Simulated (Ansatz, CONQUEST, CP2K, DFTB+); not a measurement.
# CP2K runs on phosphorene, 4 layers, S on P sites (96 atoms), part 2 of 2

Aim: run phosphorene, 4 layers, S on P sites (96 atoms) in CP2K and see how near its forces come to a plane-wave reference, and at what cost.

Program: CP2K 2026.2; the method stands at each step. Banners, paths, timers and routine set-up lines are dropped from the logs unmarked, and long logs keep their key lines alone; longer cuts are marked.

So far. Step 2 (PBE, DZVP-UZH, 350/50 Ry, diagonalisation): Forces lie 13 % from the reference's, at 4.6 times its CPU time. Step 3 (PBE, DZVP-UZH, 350/30 Ry, diagonalisation): Against the first run (13 %), the force difference from the reference is 13 %, at 0.88 times the CPU time: the change moves forces by 0.21 meV/Å r.m.s., so most of the difference comes from elsewhere.

**4. revPBE, PBE potentials, DZVP-UZH, 350/50 Ry, diagonalisation**

Method: Kohn-Sham DFT, revPBE, GTH-PBE pseudopotentials, Gaussian and plane waves, DZVP-MOLOPT (UZH set), diagonalisation.

The input, input.inp:

```
&GLOBAL
  PROJECT cell
  RUN_TYPE ENERGY_FORCE
  PRINT_LEVEL LOW
&END GLOBAL
&FORCE_EVAL
  METHOD QS
  &DFT
    BASIS_SET_FILE_NAME BASIS_MOLOPT_UZH
    POTENTIAL_FILE_NAME POTENTIAL_UZH
    &MGRID
      CUTOFF 350
      REL_CUTOFF 50
    &END MGRID
    &QS
      EPS_DEFAULT 1.0E-12
    &END QS
    &SCF
      SCF_GUESS ATOMIC
      EPS_SCF 1.0E-06
      MAX_SCF 200
      ADDED_MOS 49
      &DIAGONALIZATION
        ALGORITHM STANDARD
      &END DIAGONALIZATION
      &SMEAR ON
        METHOD FERMI_DIRAC
        ELECTRONIC_TEMPERATURE [K] 580
      &END SMEAR
      &MIXING
        METHOD BROYDEN_MIXING
        ALPHA 0.15
        NBROYDEN 8
      &END MIXING
      &PRINT
        &RESTART OFF
        &END RESTART
      &END PRINT
    &END SCF
    &XC
      &XC_FUNCTIONAL
        &PBE
          PARAMETRIZATION REVPBE
        &END PBE
      &END XC_FUNCTIONAL
    &END XC
    &PRINT
      &MULLIKEN ON
      &END MULLIKEN
      &HIRSHFELD ON
        SHAPE_FUNCTION DENSITY
      &END HIRSHFELD
      &MO ON
        EIGENVALUES T
        OCCUPATION_NUMBERS T
        MO_INDEX_RANGE 240 263
        &EACH
          QS_SCF 0
        &END EACH
        ADD_LAST NUMERIC
      &END MO
    &END PRINT
  &END DFT
  &SUBSYS
    &CELL
      A 10.33970 0.00000 0.00000
      B 0.00000 9.10210 0.00000
      C 0.00000 0.00000 34.57800
    &END CELL
    &TOPOLOGY
      COORD_FILE_NAME structure.xyz
      COORD_FILE_FORMAT XYZ
    &END TOPOLOGY
    &KIND P
      BASIS_SET DZVP-MOLOPT-PBE-GTH-q5
      POTENTIAL GTH-PBE-q5
    &END KIND
    &KIND S
      BASIS_SET DZVP-MOLOPT-PBE-GTH-q6
      POTENTIAL GTH-PBE-q6
    &END KIND
  &END SUBSYS
  &PRINT
    &FORCES ON
    &END FORCES
  &END PRINT
&END FORCE_EVAL
```

The input, structure.xyz:

```xyz
96

[... 96 atom lines left out: the same atoms as in the first run ...]
```

Launch:

```console
$ OMP_NUM_THREADS=1 mpirun -np 4 cp2k.psmp -i input.inp > output.txt
```

Numbers of over 12 decimals in the logs are rounded to 6 here.

What it wrote:

```text
CP2K| version string:                                       CP2K version 2026.2
 CP2K| Input file name                                                 input.inp
 GLOBAL| Basis set file name                                    BASIS_MOLOPT_UZH
 GLOBAL| Potential file name                                       POTENTIAL_UZH
[... lines left out ...]
                        Smear method:                                FERMI_DIRAC
[... lines left out ...]
 Number of electrons:                                                        501
[... lines left out ...]
  Step     Update method      Time    Convergence         Total energy    Change
[... lines left out ...]
  *** SCF run converged in    34 steps ***
[... lines left out ...]
  Fermi energy:                                                 0.060530
  Total energy:                                              -707.932657
  Total energy (extrapolated to T->0):                       -707.926471
[... lines left out ...]
 MO| E(Fermi):            0.060530 a.u.          1.647114 eV
[... lines left out ...]
     96       P      1       5.000          5.007                        -0.007
  Total Charge                                                           -0.000
 !-----------------------------------------------------------------------------!
 ENERGY| Total FORCE_EVAL ( QS ) energy [hartree]           -707.932633
 FORCES| Atomic forces [hartree/bohr]
 FORCES|   Atom     x               y               z               |f|
 FORCES|      1  5.06792385E-03  1.29412917E-02 -4.28313849E-03   1.45432513E-02
 FORCES|      2  4.82652533E-03  4.73921395E-02  2.11925748E-03   4.76843946E-02
 FORCES|      3 -2.19806284E-02 -1.59023506E-03  2.06272766E-03   2.21344012E-02
[...]
FORCES|     95 -1.81311686E-02 -1.20702688E-02 -6.54872742E-03   2.27445926E-02
 FORCES|     96 -6.60460091E-03  1.04601667E-02  7.30927098E-03   1.43687607E-02
 FORCES| Sum    -2.07699508E-07  1.11116424E-06 -1.37928216E-06
 FORCES| Total atomic force                                       1.78332396E-06
```

It took 2 min on 4 MPI ranks of Intel Xeon Platinum 8488C (Sapphire Rapids), shared host; peak memory 4.7 GiB.

Against the reference:

```yaml
r_m_s_force_component: 0.684 eV/Å
r_m_s_difference_of_force_components: 73.58 meV/Å
longest_difference_of_force_vectors: 256.3 meV/Å
force_difference_over_r_m_s_force: 11.05 %
slope_of_forces_against_the_reference_s: 1.021
correlation_of_force_components: 0.9944
```

Against the first run (13 %), the force difference from the reference is 11 %, at 1.0 times the CPU time; another functional landing nearer a PBE reference means that errors partly cancel.

**5. The ladder**

Differences are against the plane-wave reference, forces as r.m.s. over components; share is that over the reference's r.m.s. force, slope the least-squares factor from reference forces to these. Total energies of different programs have different zeros and aren't compared.

```csv
run,"Δ force, r.m.s. (meV/Å)",share (%),slope,cores,CPU time,memory (GiB)
reference,-,-,-,4,99 s,3.4
"CP2K PBE, DZVP-UZH, 350/50 Ry, diagonalisation",87.0,13.1,1.003,4,7.6 min,4.7
"CP2K PBE, DZVP-UZH, 350/30 Ry, diagonalisation (coarse)",87.0,13.1,1.003,4,6.7 min,4.7
"CP2K revPBE, PBE potentials, DZVP-UZH, 350/50 Ry, diagonalisation",73.6,11.0,1.021,4,7.9 min,4.7
```

Rows marked coarse were listed beforehand as settings not expected to be converged; some can still land near the reference.

CPU time is summed over cores on a shared host, where runs went side by side, so it is rough. Symmetry, cutoffs, thresholds, outputs and thread counts weren't matched or tuned between programs; memory under MPI is the largest rank's times the ranks.

Mean charges by element (e), by run and scheme:

```csv
run,scheme,P,S
reference,Löwdin,+0.09,+0.04
"CP2K PBE, DZVP-UZH, 350/50 Ry, diagonalisation",Mulliken,+0.03,-0.11
"CP2K PBE, DZVP-UZH, 350/50 Ry, diagonalisation",Hirshfeld,0.00,0.00
"CP2K revPBE, PBE potentials, DZVP-UZH, 350/50 Ry, diagonalisation",Mulliken,+0.03,-0.11
"CP2K revPBE, PBE potentials, DZVP-UZH, 350/50 Ry, diagonalisation",Hirshfeld,0.00,0.00
```

The reference's Löwdin charges lack the electrons that the projection spills, 0.082 e an atom on average.

Within one program, basis, potentials and functional, energies share a zero. Each run against its twin at the usual cutoff or grid and solver:

```csv
run,twin,Δ energy (meV/atom),"Δ force, r.m.s. (meV/Å)",CPU time over the twin's
"CP2K PBE, DZVP-UZH, 350/30 Ry, diagonalisation","DZVP-UZH, 350/50 Ry, diagonalisation",-0.0466,0.211,0.88
```

**6. Results**

| Item | Value |
| --- | --- |
| nearest in forces | CP2K revPBE, PBE potentials, DZVP-UZH, 350/50 Ry, diagonalisation, 11 % |
| its CPU time | 7.9 min |

In words: The PBE run in local orbitals, coarse settings apart, differs by 13 % (CP2K PBE, DZVP-UZH, 350/50 Ry, diagonalisation); basis, grid and potentials can all enter. Rows with another functional or a dispersion term differ by 11 % (CP2K revPBE, PBE potentials, DZVP-UZH, 350/50 Ry, diagonalisation), which mixes the change of model with differences of basis and potentials, some of them made for another functional. Runs with settings chosen to be coarse differ by 13 % (CP2K PBE, DZVP-UZH, 350/30 Ry, diagonalisation), their programs' other errors included. None of the electronic-structure runs in the table takes under half the reference's CPU time of 99 s; they take 4.1 to 4.8 times as much. Charges hang on scheme and program or settings: among these rows the mean for S runs from -0.11 to +0.04 e. The electron count is odd in these runs, and they have no spin polarisation, so the unpaired electron is spread evenly over both spins. The electron count is odd and the run has no spin polarisation, so levels at the top are partly filled by construction. The electronic-structure runs sample only Γ, in a cell whose shortest periodic width is 9 Å, which is coarse for a cell with partly filled levels.

[Also dropped from logs without a mark: logging warnings of Python, and SIESTA's first energy breakdown and zero terms.]

[Logs are printed without paths, hosts, clocks, repeated set-up lines and the standing remarks that a program may print on its own settings, such as how far it seeks lower states.]

[Hosts, paths, dates, database ids (printed as entryN), source tags and the programs' standing remarks are cut or masked in the printed files.]
